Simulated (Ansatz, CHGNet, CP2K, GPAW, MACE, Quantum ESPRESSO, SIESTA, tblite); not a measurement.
# SIESTA runs on W(100)/Au(100) interface (51 atoms)

Aim: run W(100)/Au(100) interface (51 atoms) in SIESTA and see how near its forces come to a plane-wave reference, and at what cost.

Main program and level: SIESTA 5.4.2; the method is named at each step.

### Step 1. The starting structure

The cell holds 51 atoms: 24 W and 27 Au. Its edges and angles: a = 8.952 Å, b = 8.952 Å, c = 22.049 Å, α = 90.0°, β = 90.0°, γ = 90.0°. Bcc W(100), 3 repeat layers, 8 surface cells, strained +0.00 and +0.00 %; fcc Au(100), 3 layers, 9 cells, +3.48 and +3.48 %; outer planes 2.92 Å apart, 12 Å of vacuum above; not relaxed, displaced by a Gaussian of 0.02 Å. Then every atom was moved at random, 0.05 Å r.m.s. a Cartesian component. Regions: W, 24 atoms (24 W); Au, 27 atoms (27 Au). Vacuum lies along c.

The yardstick, on the same geometry:

* method: Kohn-Sham DFT, PBE, PAW, plane waves (Ansatz 0.2.0); cutoff 420 eV, Γ point, fermi-dirac smearing of 0.05 eV; PAW set soft_2
* r.m.s. force component: 0.6451 eV/Å
* longest force: 2.029 eV/Å
* SCF cycles: 13
* time: 25 s on 8 threads of Arm Neoverse V1, shared host
* CPU time: 3 min

### Step 2. PBE, DZP, shift 0.01 Ry, mesh 300 Ry

Method: Kohn-Sham DFT, PBE, PseudoDojo 0.4.1 norm-conserving pseudopotentials (converted to PSML), numerical atomic orbitals (DZP), diagonalisation.

The .psml files are PseudoDojo norm-conserving potentials that we converted to this format, checked against plane waves on the same files for H, C, O, Si, Ge and Ca alone.

input.fdf reads:

```
SystemLabel cell
NumberOfAtoms 51
NumberOfSpecies 2
%block ChemicalSpeciesLabel
  1 74 W
  2 79 Au
%endblock ChemicalSpeciesLabel
LatticeConstant 1.0 Ang
%block LatticeVectors
  8.95200 0.00000 0.00000
  0.00000 8.95200 0.00000
  0.00000 0.00000 22.04922
%endblock LatticeVectors
PAO.BasisSize DZP
PAO.EnergyShift 0.01 Ry
XC.Functional GGA
XC.Authors PBE
MeshCutoff 300 Ry
%block kgrid_Monkhorst_Pack
  1 0 0 0.0
  0 1 0 0.0
  0 0 1 0.0
%endblock kgrid_Monkhorst_Pack
SolutionMethod diagon
OccupationFunction FD
ElectronicTemperature 580 K
SCF.Mixer.Method Pulay
SCF.Mixer.Weight 0.05
SCF.Mixer.History 8
SCF.Mix Hamiltonian
MaxSCFIterations 300
SCF.DM.Tolerance 1e-04
SCF.H.Tolerance 1.0e-3 eV
WriteForces T
Write.HirshfeldPop T
Write.VoronoiPop T
Write.DM F
Write.H F
XML.Write F
AtomicCoordinatesFormat Fractional
%block AtomicCoordinatesAndAtomicSpecies
  0.74248 0.75687 0.27079 1
  0.76173 0.49771 0.34124 1
  0.74931 0.74563 0.41362 1
  0.73904 0.24699 0.27461 1
  0.75356 0.99912 0.34326 1
  0.76011 0.25641 0.41512 1
  0.48862 0.50264 0.27374 1
  0.49392 0.26018 0.34704 1
  0.50134 0.50220 0.41205 1
  0.49949 0.00978 0.27419 1
  0.50251 0.75750 0.34532 1
  0.49403 0.00499 0.42103 1
  0.25102 0.75237 0.27131 1
  0.24292 0.50646 0.33962 1
  0.25533 0.73901 0.41718 1
  0.24681 0.24639 0.26985 1
  0.25535 0.99602 0.34144 1
  0.23959 0.25065 0.41794 1
  0.00623 0.50590 0.27283 1
  0.99403 0.25343 0.34286 1
  0.99744 0.49309 0.41350 1
  0.99544 0.99591 0.26806 1
  0.99275 0.75140 0.34239 1
  0.99644 0.98975 0.41651 1
  0.39205 0.81893 0.54771 2
  0.57103 0.98215 0.63866 2
  0.72230 0.81413 0.73021 2
  0.40207 0.14911 0.54718 2
  0.57208 0.30899 0.63772 2
  0.74016 0.15450 0.72547 2
  0.39611 0.47596 0.55246 2
  0.54981 0.65217 0.64097 2
  0.72930 0.48191 0.72403 2
  0.73998 0.81042 0.54667 2
  0.89833 0.98426 0.63467 2
  0.06331 0.81037 0.73299 2
  0.73270 0.14806 0.54991 2
  0.89899 0.30977 0.64041 2
  0.06553 0.14662 0.73010 2
  0.72646 0.47698 0.54449 2
  0.90132 0.64298 0.63839 2
  0.06651 0.48303 0.72886 2
  0.06550 0.81333 0.54896 2
  0.22754 0.98692 0.63682 2
  0.38543 0.81340 0.72407 2
  0.07374 0.15139 0.55159 2
  0.24171 0.31597 0.63481 2
  0.39199 0.15800 0.72060 2
  0.06335 0.47064 0.55036 2
  0.22332 0.65098 0.63769 2
  0.39868 0.48756 0.73072 2
%endblock AtomicCoordinatesAndAtomicSpecies
```

Run with:

```bash
> OMP_NUM_THREADS=1 mpirun -np 2 siesta < input.fdf > output.txt
```

Output:

```text
Version         : 5.4.2
reinit: System Name:
reinit: System Label: cell
initatom: Reading input for the pseudopotentials and atomic orbitals ----------
Species number:   1 Atomic number:   74 Label: W
Species number:   2 Atomic number:   79 Label: Au
Ground state valence configuration (from tables):   6s02  6p00  5d04  5f00
Ground state valence configuration (from tables):   6s01  6p00  5d10  5f00
---- Processing specs for species: W
GGA--PBE XC_GGA_X_PBE--XC_GGA_C_PBE pb
Semicore shell(s) with  8 electrons included in the valence for W
---- Processing specs for species: Au
GGA--PBE XC_GGA_X_PBE--XC_GGA_C_PBE pb
Semicore shell(s) with  8 electrons included in the valence for Au
Semicore shell(s): 5s 5p
Fallback to non-perturbative polarization scheme for W
Please see the manual if this is not desired in principle
Semicore shell(s): 5s 5p
Fallback to non-perturbative polarization scheme for Au
Please see the manual if this is not desired in principle
Using PAO.SplitTailNorm
%block ChemicalSpeciesLabel
    1   74 W                       # Species index, atomic number, species label
    2   79 Au                      # Species index, atomic number, species label
%endblock ChemicalSpeciesLabel
%block PAO.Basis                 # Define Basis set
W                     5                    # Species label, number of l-shells
 n=5   0   1                         # n, l, Nzeta
   2.777
   1.000
 n=6   0   2                         # n, l, Nzeta
   6.681      4.937
   1.000      1.000
 n=5   1   1                         # n, l, Nzeta
   3.293
[...]
5.647      3.913
[...]
Au                    5                    # Species label, number of l-shells
[...]
n=6   1   1                         # n, l, Nzeta
   6.130
   1.000
 n=5   2   2                         # n, l, Nzeta
   4.668      3.122
   1.000      1.000
%endblock PAO.Basis
coor:   Atomic-coordinates input format  =     Fractional
siesta: System type = slab
initatomlists: Number of atoms, orbitals, and projectors:     51   969  1443
siesta: ******************** Simulation parameters ****************************
Total number of electrons:   849.000000
Total ionic charge:   849.000000
 Kpoints in:            1 . Kpoints trimmed:            1
siesta: k-grid: Number of k-points = 1
siesta: k-points from Monkhorst-Pack grid
siesta: k-cutoff (effective) =     4.476 Ang
siesta: k-point supercell and displacements
siesta: k-grid:     1     0     0      0.000
siesta: k-grid:     0     1     0      0.000
siesta: k-grid:     0     0     1      0.000
                     ====================================
                        Single-point calculation
                     ====================================
outcell: Unit cell vectors (Ang):
        8.952000    0.000000    0.000000
        0.000000    8.952000    0.000000
        0.000000    0.000000   22.049220
outcell: Cell vector modules (Ang)   :    8.952000    8.952000   22.049220
outcell: Cell angles (23,13,12) (deg):     90.0000     90.0000     90.0000
outcell: Cell volume (Ang**3)        :   1766.9871
Gamma-point calculation with interaction between periodic images
Gamma-point calculation with interaction between periodic images
Some features might not work optimally:
Some features might not work optimally:
e.g. DM initialization from atomic data
e.g. DM initialization from atomic data
new_DM -- step:     1
Initializing Density Matrix...
Attempting to read DM from file... Failed...
DM filled with atomic data:
InitMesh: MESH = 96 x 96 x 240 = 2211840
InitMesh: Mesh cutoff (required, used) =   300.000   317.837 Ry
stepf: Fermi-Dirac step function
        iscf     Eharris(eV)        E_KS(eV)     FreeEng(eV)     dDmax    Ef(eV) dHmax(eV)
   scf:    1  -148629.498086  -155080.423852  -155080.842141  1.876640 -0.880650144.695471
   scf:    2  -121483.865278  -149160.092274  -149160.491412  6.551372  0.199150244.908317
   scf:    3  -161217.907731  -157639.176127  -157639.632740  6.232305 -1.038034 69.462520
   scf:    4  -156618.203253  -157959.355147  -157960.031189  1.591531 -1.994540 47.059106
   scf:    5  -153029.694226  -155978.691978  -155979.420165  0.629968 -1.717124133.848946
   scf:    6  -158645.051935  -157779.626161  -157780.335601  0.578152 -1.787625 50.030189
   scf:    7  -151698.371049  -155643.902814  -155644.543432  0.936742 -2.645444153.486509
   scf:    8  -156548.445273  -156111.538944  -156112.164004  0.172242 -2.787028135.285650
   scf:    9  -157590.676776  -156900.041800  -156900.988275  0.198886 -2.996486103.849903
[...]
scf:   35  -158320.289824  -158320.289814  -158320.870311  0.000071 -3.020861  0.001614
   scf:   36  -158320.289808  -158320.289811  -158320.870312  0.000053 -3.020918  0.000978
SCF Convergence by DM+H criterion
max |DM_out - DM_in|         :     0.0000527439
max |H_out - H_in|      (eV) :     0.0009775365
SCF cycle converged after 36 iterations
Using DM_out to compute the final energy and forces
siesta: E_KS(eV) =          -158320.2898
siesta: E_KS - E_eggbox =   -158320.2898
siesta: Atomic forces (eV/Ang):
     1    0.009325    0.712464    1.702952
     2   -2.059813    0.638085   -0.094003
     3    0.305422    0.247438   -0.080407
[...]
50    0.105015   -0.210622    0.306541
    51   -0.220653   -0.219600   -0.697026
----------------------------------------
   Tot   -0.031173   -0.032397   -0.013459
----------------------------------------
   Max    2.059813
   Res    0.667105    sqrt( Sum f_i^2 / 3N )
----------------------------------------
   Max    2.059813    constrained
Stress tensor Voigt[x,y,z,yz,xz,xy] (kbar):       81.00       81.96       73.76        0.58       -0.19       -0.02
(Free)E + p*V (eV/cell)  -158407.8927
Target enthalpy (eV/cell)  -158320.8703
siesta: Program's energy decomposition (eV):
siesta: Ebs     =    -27867.959949
siesta: Eions   =    226816.859551
siesta: Ena     =     41875.966868
siesta: Ekin    =     44386.258369
siesta: Enl     =      9952.301805
siesta: DEna    =      2095.191705
siesta: DUscf   =        64.128212
siesta: Ex      =    -28052.090627
siesta: Ec      =     -1825.186592
siesta: Exc     =    -29877.277219
siesta: Eharris =   -158320.289808
siesta: Etot    =   -158320.289811
siesta: FreeEng =   -158320.870312
siesta: Final energy (eV):
siesta:  Band Struct. =  -27867.959949
siesta:       Kinetic =   44386.258369
siesta:       Hartree =  330233.026533
siesta:         Exch. =  -28052.090627
siesta:         Corr. =   -1825.186592
siesta:   Exch.-corr. =  -29877.277219
siesta:  Ion-electron = -711638.387888
siesta:       Ion-ion =  208576.090393
siesta:         Total = -158320.289811
siesta:         Fermi =      -3.020918
siesta: Stress tensor (static) (eV/Ang**3):
siesta:     0.050554   -0.000010   -0.000117
siesta:    -0.000010    0.051158    0.000360
siesta:    -0.000117    0.000360    0.046035
siesta: Cell volume =       1766.987095 Ang**3
siesta: Pressure (static):
siesta:                Solid            Molecule  Units
siesta:          -0.00053639         -0.00039770  Ry/Bohr**3
siesta:          -0.04924902         -0.03651542  eV/Ang**3
siesta:         -78.90563634        -58.50415342  kBar
    Orbital volume contribution        =          33.890655 eV
    (Free)E + p_basis*V_orbitals       =     -158286.979657 eV
    (Free)Eharris+ p_basis*V_orbitals  =     -158286.979653 eV
siesta: Electric dipole (a.u.)  =    0.000000   -0.000000   -2.172301
siesta: Electric dipole (Debye) =    0.000000   -0.000000   -5.521439
Hirshfeld Atomic Populations:
Atom #   charge [q] valence [e]  Species
     1     0.021827   13.978173  W
     2    -0.026025   14.026025  W
     3    -0.011350   14.011350  W
[...]
25     0.006900   18.993100  Au
    26     0.013340   18.986660  Au
    27    -0.032441   19.032441  Au
[...]
--------------------
 Total    -0.000061
Voronoi Atomic Populations:
Atom #   charge [q] valence [e]  Species
[...]
23     0.000364   13.999636  W
    24     0.064986   13.935014  W
[...]
50     0.025056   18.974944  Au
    51    -0.029034   19.029034  Au
--------------------
 Total    -0.000061
```

Wall time 2.7 min (2 MPI ranks of Arm Neoverse V1, shared host); peak memory 1.2 GiB; 5.3 min of CPU time.

Banners, paths, timers and routine set-up lines are dropped from the logs unmarked, and long logs keep their key lines alone; longer cuts are marked.

Against the reference:

```
r.m.s. force component                  : 0.6671 eV/Å
r.m.s. difference of force components   : 114.1 meV/Å
longest difference of force vectors     : 359.5 meV/Å
force difference over r.m.s. force      : 17.69 %
slope of forces against the reference's : 1.019
correlation of force components         : 0.9854
```

Length of the force difference by element (eV/Å):

```csv
element,atoms,mean,most
Au,27,0.17,0.35
W,24,0.18,0.36
```

A closer look about W22, picked at random: 10 atoms, nearest first, numbered in the order of the input, with positions taken from that point.

```csv
atom,x,y,z,distance (Å),Hirshfeld charge (e),Fx,Fy,Fz (eV/Å)
W22,0.00,0.00,0.00,0.00,0.01,-0.06,-0.19,1.96
W5,-2.17,0.03,1.66,2.73,-0.02,-0.72,0.56,0.44
W23,-0.02,-2.19,1.64,2.73,-0.02,1.13,0.38,-0.14
W17,2.33,0.00,1.62,2.83,-0.02,-1.36,0.93,1.21
W20,-0.01,2.31,1.65,2.83,-0.02,1.45,-1.25,-0.35
W1,-2.26,-2.14,0.06,3.12,0.02,0.01,0.71,1.70
W13,2.29,-2.18,0.07,3.16,0.01,0.16,-0.40,1.17
W16,2.25,2.24,0.04,3.18,0.01,-0.20,-0.57,1.66
W4,-2.30,2.25,0.14,3.22,0.02,-0.33,-0.75,1.31
W24,0.01,-0.06,3.27,3.27,0.01,-0.05,0.03,-0.47
```

Forces lie 18 % from the reference's, at 1.8 times its CPU time (on 2 against 8 cores).

### Step 3. PBE, SZ, shift 0.01 Ry, mesh 300 Ry

Method: Kohn-Sham DFT, PBE, PseudoDojo 0.4.1 norm-conserving pseudopotentials (converted to PSML), numerical atomic orbitals (SZ), diagonalisation.

Edit input.fdf of step 2 so:

```diff
@@ -13,3 +13,3 @@
 %endblock LatticeVectors
-PAO.BasisSize DZP
+PAO.BasisSize SZ
 PAO.EnergyShift 0.01 Ry
```

Run with:

```bash
> OMP_NUM_THREADS=1 siesta < input.fdf > output.txt
```

Output:

```text
Version         : 5.4.2
reinit: System Name:
reinit: System Label: cell
initatom: Reading input for the pseudopotentials and atomic orbitals ----------
Species number:   1 Atomic number:   74 Label: W
Species number:   2 Atomic number:   79 Label: Au
Ground state valence configuration (from tables):   6s02  6p00  5d04  5f00
[... lines left out ...]
SCF Convergence by DM+H criterion
[... lines left out ...]
SCF cycle converged after 26 iterations
[... lines left out ...]
   Max    3.548884
[... lines left out ...]
   Max    3.548884    constrained
Stress tensor Voigt[x,y,z,yz,xz,xy] (kbar):       79.48       80.73       96.61        0.36        0.10        0.10
[... lines left out ...]
siesta: FreeEng =   -158122.680884
[... lines left out ...]
siesta:         Fermi =       0.362747
[... lines left out ...]
siesta:         -85.60603261        -59.18406446  kBar
    Orbital volume contribution        =          17.699561 eV
    (Free)E + p_basis*V_orbitals       =     -158104.981323 eV
    (Free)Eharris+ p_basis*V_orbitals  =     -158104.981246 eV
siesta: Electric dipole (a.u.)  =    0.000000   -0.000000   -1.511375
siesta: Electric dipole (Debye) =    0.000000   -0.000000   -3.841532
Hirshfeld Atomic Populations:
Atom #   charge [q] valence [e]  Species
     1     0.012912   13.987088  W
     2    -0.015863   14.015863  W
     3    -0.037918   14.037918  W
[...]
25     0.014220   18.985780  Au
    26     0.029564   18.970436  Au
    27    -0.057180   19.057180  Au
[...]
--------------------
 Total    -0.000028
Voronoi Atomic Populations:
Atom #   charge [q] valence [e]  Species
[...]
23     0.005386   13.994614  W
    24    -0.021682   14.021682  W
[...]
50     0.059630   18.940370  Au
    51    -0.067994   19.067994  Au
--------------------
 Total    -0.000027
```

Run time: 1.7 min. Hardware: 1 thread; peak memory 0.61 GiB.

Compared with the plane-wave run:

| Property | Result |
| --- | --- |
| r.m.s. force component | 0.9409 eV/Å |
| r.m.s. difference of force components | 442.2 meV/Å |
| longest difference of force vectors | 1648 meV/Å |
| force difference over r.m.s. force | 68.55 % |
| slope of forces against the reference's | 1.329 |
| correlation of force components | 0.911 |

This is a coarse setting, run to see what it loses.

Against the first run (18 %), the force difference from the reference is 69 %, at 0.32 times the CPU time (on 1 against 2 cores), with 510 basis functions against 969: the smaller basis costs accuracy.

### Step 4. PBE, DZ, shift 0.01 Ry, mesh 300 Ry

Method: Kohn-Sham DFT, PBE, PseudoDojo 0.4.1 norm-conserving pseudopotentials (converted to PSML), numerical atomic orbitals (DZ), diagonalisation.

Edit input.fdf of step 3 so:

```diff
@@ -13,3 +13,3 @@
 %endblock LatticeVectors
-PAO.BasisSize SZ
+PAO.BasisSize DZ
 PAO.EnergyShift 0.01 Ry
```

Output:

```text
Version         : 5.4.2
reinit: System Name:
reinit: System Label: cell
initatom: Reading input for the pseudopotentials and atomic orbitals ----------
Species number:   1 Atomic number:   74 Label: W
Species number:   2 Atomic number:   79 Label: Au
Ground state valence configuration (from tables):   6s02  6p00  5d04  5f00
Ground state valence configuration (from tables):   6s01  6p00  5d10  5f00
---- Processing specs for species: W
GGA--PBE XC_GGA_X_PBE--XC_GGA_C_PBE pb
Semicore shell(s) with  8 electrons included in the valence for W
[... lines left out ...]
        iscf     Eharris(eV)        E_KS(eV)     FreeEng(eV)     dDmax    Ef(eV) dHmax(eV)
[... lines left out ...]
SCF Convergence by DM+H criterion
[... lines left out ...]
SCF cycle converged after 37 iterations
[... lines left out ...]
   Max    2.682626
[... lines left out ...]
   Max    2.682626    constrained
Stress tensor Voigt[x,y,z,yz,xz,xy] (kbar):      129.85      130.62      116.96        0.05        0.51        0.07
[... lines left out ...]
siesta: FreeEng =   -158261.192471
[... lines left out ...]
siesta:         Fermi =      -2.594591
siesta: Stress tensor (static) (eV/Ang**3):
siesta:     0.081048    0.000042    0.000318
siesta:     0.000042    0.081529    0.000029
siesta:     0.000318    0.000029    0.072998
siesta: Cell volume =       1766.987095 Ang**3
siesta: Pressure (static):
siesta:                Solid            Molecule  Units
siesta:          -0.00085525         -0.00062971  Ry/Bohr**3
siesta:          -0.07852511         -0.05781772  eV/Ang**3
siesta:        -125.81109758        -92.63419945  kBar
    Orbital volume contribution        =          23.524892 eV
    (Free)E + p_basis*V_orbitals       =     -158237.667579 eV
    (Free)Eharris+ p_basis*V_orbitals  =     -158237.667519 eV
siesta: Electric dipole (a.u.)  =    0.000000   -0.000000   -3.111431
siesta: Electric dipole (Debye) =    0.000000   -0.000000   -7.908468
Hirshfeld Atomic Populations:
Atom #   charge [q] valence [e]  Species
     1     0.020957   13.979043  W
     2    -0.022852   14.022852  W
     3    -0.023521   14.023521  W
[...]
25     0.012491   18.987509  Au
    26     0.021689   18.978311  Au
    27    -0.035175   19.035175  Au
[...]
--------------------
 Total    -0.000118
Voronoi Atomic Populations:
Atom #   charge [q] valence [e]  Species
[...]
23     0.011002   13.988998  W
    24     0.042693   13.957307  W
[...]
50     0.029703   18.970297  Au
    51    -0.042733   19.042733  Au
--------------------
 Total    -0.000117
```

Elapsed: 3.1 min, on 1 thread; peak memory 0.72 GiB.

Against the reference:

```
r.m.s. force component                  : 0.7628 eV/Å
r.m.s. difference of force components   : 280.7 meV/Å
longest difference of force vectors     : 984.4 meV/Å
force difference over r.m.s. force      : 43.51 %
slope of forces against the reference's : 1.105
correlation of force components         : 0.934
```

This is a coarse setting, run to see what it loses.

Against the first run (18 %), the force difference from the reference is 44 %, at 0.59 times the CPU time (on 1 against 2 cores), with 816 basis functions against 969: the smaller basis costs accuracy.

[end of part 1 of 2]

[Also dropped from logs without a mark: logging warnings of Python, and SIESTA's first energy breakdown and zero terms.]

[Logs are printed without paths, hosts, clocks, repeated set-up lines and the standing remarks that a program may print on its own settings, such as how far it seeks lower states.]

[Hosts, paths, dates, database ids (printed as entryN), source tags and the programs' standing remarks are cut or masked in the printed files.]
